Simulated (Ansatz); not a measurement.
# CO on Zr(0001), hcp start, 2x2 cell: work function, bands and core levels, part 5 of 5

Aim: how the adsorbate changes the work function, the valence spectrum and the core levels in CO on Zr(0001), hcp start, 2x2 cell.

Ansatz 0.2.0; DFT, PBE, plane-wave PAW, default files, scalar-relativistic.

So far, work function, upper face (eV): step 2 (the clean face) 4.16; step 3 (relaxing the atoms) 4.27; step 4 (bands by layer) 4.27.

## Step 6: Other settings

This step: DFT, PBE, plane-wave PAW, default files, scalar-relativistic; changed: scf.algorithm = "direct_min", hamiltonian.hubbard = {"sites": [{"species": "Zr", "l": "d", "u_eff": 6.0}], "double_counting": "amf"} (Ansatz 0.2.0).

Other settings are tried.

The input, input.yaml:

```yaml
crystal:
  lattice:
    - [6.46, 0.0, 0.0]
    - [3.23, 5.5945241084, 0.0]
    - [0.0, 0.0, 25.065]
  atoms:
    - { symbol: O, position: [0.1944777998, 0.1944557861, 0.658481294] }
    - { symbol: C, position: [0.3185280016, 0.3184934014, 0.6540588948] }
    - { symbol: Zr, position: [0.0167763631, 0.0167643233, 0.6119124771] }
    - { symbol: Zr, position: [0.5194782875, -0.0096478126, 0.6050814314] }
    - { symbol: Zr, position: [-0.0095752166, 0.5194467129, 0.6050774464] }
    - { symbol: Zr, position: [0.4866835931, 0.4866647752, 0.6147016064] }
    - { symbol: Zr, position: [0.8214682617, 0.3347678184, 0.5102668166] }
    - { symbol: Zr, position: [0.3269460181, 0.326963692, 0.5045630592] }
    - { symbol: Zr, position: [0.8400048077, 0.8400196062, 0.5058927222] }
    - { symbol: Zr, position: [0.3347529481, 0.821402481, 0.5102741817] }
    - { symbol: Zr, position: [0.0, 0.0, 0.40235388] }
    - { symbol: Zr, position: [0.5, 0.0, 0.40235388] }
    - { symbol: Zr, position: [0.0, 0.5, 0.40235388] }
    - { symbol: Zr, position: [0.5, 0.5, 0.40235388] }
    - { symbol: Zr, position: [0.833333333, 0.333333333, 0.299222023] }
    - { symbol: Zr, position: [0.333333333, 0.333333333, 0.299222023] }
    - { symbol: Zr, position: [0.833333333, 0.833333333, 0.299222023] }
    - { symbol: Zr, position: [0.333333333, 0.833333333, 0.299222023] }
kpoints:
  mp_grid: { grid: [6, 6, 1] }
scf:
  occupations: { method: fermi_dirac, width: 0.05 }
  n_extra_bands: 24
  algorithm: direct_min
hamiltonian:
  xc: pbe
  pseudopotentials: { kind: paw }
  hubbard: { sites: [{ species: Zr, l: d, u_eff: 6.0 }], double_counting: amf }
output:
  forces: true
  write_potential: true
  volumetric_format: []
  dos:
    projected:
      site_lists:
        adsorbate: [0, 1]
        layer_1: [2, 3, 4, 5]
        layer_2: [6, 7, 8, 9]
        layer_3: [10, 11, 12, 13]
        other_layers: [14, 15, 16, 17]
    de: 0.05
    e_range: [-30, 12]
    method: { smearing: { sigma: 0.15, scheme: gaussian } }
efield:
  axis: 3
  dipole_correction: true
```

Command:

```sh
$ ansatz run input.yaml --threads 8 --pin off --max-ram 20480MiB --backend cpu --events-out ev --progress --plain --runs-dir out
```

Numbers of over 12 decimals in the logs are rounded to 6 here.

Log:

```text
O: projections on atomic orbitals take those of the free atom [He] 2s2 2p4, of charge +0.00 (hamiltonian.pseudopotentials.projection_atoms); the dataset's partial waves leave at most 1.9e-8 of an orbital's norm unspanned inside its sphere
C: projections on atomic orbitals take those of the free atom [He] 2s2 2p2, of charge +0.00 (hamiltonian.pseudopotentials.projection_atoms); the dataset's partial waves leave at most 3.7e-9 of an orbital's norm unspanned inside its sphere
Zr: projections on atomic orbitals take those of the free atom [Ar 3d10] 4s2 4p6 4d2 5s2, of charge +0.00 (hamiltonian.pseudopotentials.projection_atoms); the dataset's partial waves leave at most 4.4e-6 of an orbital's norm unspanned inside its sphere
scf.n_extra_bands = 24 over 101 filled bands (N_el = 202.0): the run solves 125 bands
Engine: ansatz 0.2.0, aarch64-unknown-linux-gnu
Pseudopotentials: kind: paw
Pseudopotential: O, paw, valence charge 6, recommended cutoff 420 eV (normal), O.paw.azcp
Pseudopotential: C, paw, valence charge 4, recommended cutoff 420 eV (normal), C.paw.azcp
Pseudopotential: Zr, paw, valence charge 12, recommended cutoff 420 eV (normal), Zr.paw.azcp
Functional definition: PBE
  parameter kappa = 0.804
  parameter beta = 0.066725
  exchange = pbe_x(kappa = kappa, mu = beta*pi^2/3)
  correlation = pbe_c(beta = beta)
davidson cushion auto → on  (block headroom 24 < Hubbard manifold empty extent 64; pin scf.eigensolver.cushion to override)
Crystal: 18 atoms, lattice volume = 905.865 Å³
Basis set: ecut = 420 eV, 17711 PW (Γ), exchange–correlation on 90×90×360 points (8 copies of the dense FFT grid, shifted against one another)
Bands: 125, of which v1, the nominal top of the filled ones, is band 101 counted from 1 (100 counted from 0)
Symmetry: 1 space group operations
Space group: P1 (ITA 1), of the structure as read, at distance tolerance 9.7e-5 Å
k-points: 20 of 36 (time reversal used)
Non-local potential: O, projectors of the file, l = 0: 2, l = 1: 2, l = 2: 1
Non-local potential: C, projectors of the file, l = 0: 2, l = 1: 2, l = 2: 1
Non-local potential: Zr, projectors of the file, l = 0: 3, l = 1: 2, l = 2: 2, l = 3: 2
PAW form: soft (Blöchl's): semilocal exchange-correlation on the pseudo side does not see the compensation charge
PAW one-centre angular grid: O, 110 points (default); XC on 64 Gauss nodes
PAW one-centre angular grid: C, 110 points (default); XC on 64 Gauss nodes
PAW one-centre angular grid: Zr, 590 points (default); XC on 64 Gauss nodes
Initial density: superposition of atomic densities (neutral atoms: chi_scale 0, normalization atom)
Initial wavefunctions: pseudopotential atomic-orbital guess
Functional: x = pbe(κ = 0.804, μ = 0.219515), c = pbe(β = 0.066725)
iter 1 solved again at ethr=8.38e-2 eV; its pass at ethr=1.00e-1 eV (dr2=1.69e2 eV) is discarded
SCF iter   1: F=—  HF=-67764.649505 eV  |F-HF|=—  |Δ(HF+E_count)|=         —  Δρ=4.03e-2  dr2=1.70e2  ethr=8.38e-2  p=-0.000 e·Å  D=-3.99e-9 V/Å  ΔV_dip=0.00 eV  dr2_dipole=2.57e1  V_vac-E_F(+/−)=7.39/7.39 eV  ⟨swp⟩=2.1  Hψ=13207  notcnv=0
efield: sawtooth ramp at fractional position 0.9289 (placed from the atoms, in the widest stretch of the axis that holds none; the zero of the levels goes with the place), width 0.1000; the density the first Hamiltonian is built on has a dipole p = -0.000 e·Å; the dipole correction subtracts the counter field D = -3.99e-9 V/Å, which shifts the + side's vacuum level by +0.00 eV against the − side's; the planar-averaged density in the ramp window peaks in size at 3.2e-7 e/Å³
preconditioner: auto → LDOS  [metal: Δε(μ)=0.010 eV  Ē_g=3.616 eV  σ=0.050 eV  W_gap=0.05  n_scr=148 (ndim 8)  ℏωp=10.5 eV  f_vac=0.492  D(μ)=21.97/eV (n_scr^D=148)  β→1.0]
SCF iter   2: F=—  HF=-67764.494655 eV  |F-HF|=—  |Δ(HF+E_count)|=   1.55e-1  Δρ=3.45e-2  dr2=2.33e2  ethr=8.38e-2  p=0.026 e·Å  D=5.27e-3 V/Å  ΔV_dip=-0.13 eV  dr2_dipole=2.60e1  V_vac-E_F(+/−)=0.79/0.92 eV  ⟨swp⟩=3.5  Hψ=6368  notcnv=0
SCF iter   3: F=—  HF=-67755.516396 eV  |F-HF|=—  |Δ(HF+E_count)|=    8.98e0  Δρ=8.07e-3  dr2=2.11e1  ethr=8.38e-2  p=0.014 e·Å  D=2.83e-3 V/Å  ΔV_dip=-0.07 eV  dr2_dipole=8.65e0  V_vac-E_F(+/−)=4.00/4.07 eV  ⟨swp⟩=2.0  Hψ=5401  notcnv=0
iter 4 solved again at ethr=1.06e-4 eV; its pass at ethr=1.04e-2 eV (dr2=2.14e-1 eV) is discarded
SCF iter   4: F=—  HF=-67755.847075 eV  |F-HF|=—  |Δ(HF+E_count)|=   3.31e-1  Δρ=2.06e-3  dr2=2.41e-1  ethr=1.06e-4  p=-0.074 e·Å  D=-1.49e-2 V/Å  ΔV_dip=0.37 eV  dr2_dipole=3.67e-2  V_vac-E_F(+/−)=4.09/3.72 eV  ⟨swp⟩=5.7  Hψ=13391  notcnv=0
SCF iter   5: F=—  HF=-67761.377263 eV  |F-HF|=—  |Δ(HF+E_count)|=    5.53e0  Δρ=2.57e-2  dr2=3.36e2  ethr=1.06e-4  p=-0.510 e·Å  D=-1.02e-1 V/Å  ΔV_dip=2.55 eV  dr2_dipole=1.88e2  V_vac-E_F(+/−)=5.25/2.70 eV  ⟨swp⟩=6.0  Hψ=9601  notcnv=0
SCF iter   6: F=—  HF=-67757.045518 eV  |F-HF|=—  |Δ(HF+E_count)|=    4.33e0  Δρ=2.56e-3  dr2=7.23e-1  ethr=1.06e-4  p=-0.054 e·Å  D=-1.07e-2 V/Å  ΔV_dip=0.27 eV  dr2_dipole=2.00e-1  V_vac-E_F(+/−)=4.07/3.81 eV  ⟨swp⟩=6.7  Hψ=8285  notcnv=0  defer=1
SCF iter   7: F=—  HF=-67757.800192 eV  |F-HF|=—  |Δ(HF+E_count)|=   7.55e-1  Δρ=5.89e-3  dr2=1.59e1  ethr=1.06e-4  p=0.050 e·Å  D=9.92e-3 V/Å  ΔV_dip=-0.25 eV  dr2_dipole=8.70e0  V_vac-E_F(+/−)=3.79/4.03 eV  ⟨swp⟩=5.8  Hψ=8263  notcnv=0
SCF iter   8: F=—  HF=-67757.488713 eV  |F-HF|=—  |Δ(HF+E_count)|=   3.11e-1  Δρ=1.41e-3  dr2=2.64e-1  ethr=1.06e-4  p=-0.047 e·Å  D=-9.31e-3 V/Å  ΔV_dip=0.23 eV  dr2_dipole=8.06e-2  V_vac-E_F(+/−)=4.01/3.77 eV  ⟨swp⟩=4.2  Hψ=6155  notcnv=0
Error: SIGTERM received: cancelled by the caller after 8 completed SCF iterations
```

Wall time 12 min (8 threads of Arm Neoverse V1, shared host); peak memory 8.8 GiB.

Residual by cycle:

cycle, log10 residual and a bar from the least value:
```
        1        2.2 ###########################
        2        2.4 ############################
        3        1.3 ###################
        4       -0.6 
        5        2.5 ##############################
        6       -0.1 #####
        7        1.2 #################
        8       -0.6
```

The run was cut off at its time limit.

After 8 cycles the residual stands at 0.26.

The program's message: “Error: SIGTERM received: cancelled by the caller after 8 completed SCF iterations”

## Step 7: Results

```
work function                                                                 : 4.27 eV (other face 4.22 eV)
change from the clean face                                                    : +0.11 eV
Zr 4d centre of the filled part above −10 eV, from the plotted curve, layer 3 : -1.39 eV
Zr 4d centre of the filled part above −10 eV, from the plotted curve, layer 1 : -1.65 eV
Zr core shifts among the listed atoms, from the last listed one               : +0.00 to +0.37 eV
```

In words: The Fermi level of CO on Zr(0001), hcp start, 2x2 cell lies 4.27 eV (other face 4.22 eV) below the vacuum, a change of +0.11 eV from the clean face. Only the strongest levels a point were stored, too few to count surface states. After relaxation C2 stands 1.12 Å above the top layer, bonded to 3 Zr atoms at 2.12 to 2.22 Å. The bare lower face differs from the lower face of the clean 1×1 slab by 0.04 eV, a measure of the error from mesh and slab. Core shifts: Zr +0.00 to +0.37 eV. Among the sites run, the most bound Zr 3d level is that of Zr3 (layer 1), bonded to 9 Zr and 1 O; the least bound, 0.37 eV shallower, that of Zr11 (layer 3), bonded to 12 Zr. At 21.2 eV the valence spectrum has its highest listed peaks within 10.8 eV at 0.8 eV (Zr 4d) and 1.9 eV (Zr 4d). At 1486.7 eV the valence spectrum has its highest listed peaks within 13 eV at 0.8 eV (Zr 4d) and 1.9 eV (Zr 4d), and the deeper Zr 4p line at 26.8 eV is higher still (without the spin–orbit splitting that a measurement shows). The shell named is the one with most of the intensity, cross sections included, not always the one with most states there. The slab's own atoms span 7.9 Å, so bulk bands appear as a few quantum-well levels, and states of the two faces can mix. The program warns of density or levels in the vacuum in some of these runs, so vacuum levels and energy differences can be a little off.

[Logs are printed without paths, hosts, clocks, repeated set-up lines and the standing remarks that a program may print on its own settings, such as how far it seeks lower states.]

[Hosts, paths, dates, database ids (printed as entryN), source tags and the programs' standing remarks are cut or masked in the printed files.]

[Maps of the electrostatic potential energy from Ansatz leave out the sawtooth potential of an applied field or a dipole correction, so their vacuum need not be flat; work functions include it.]
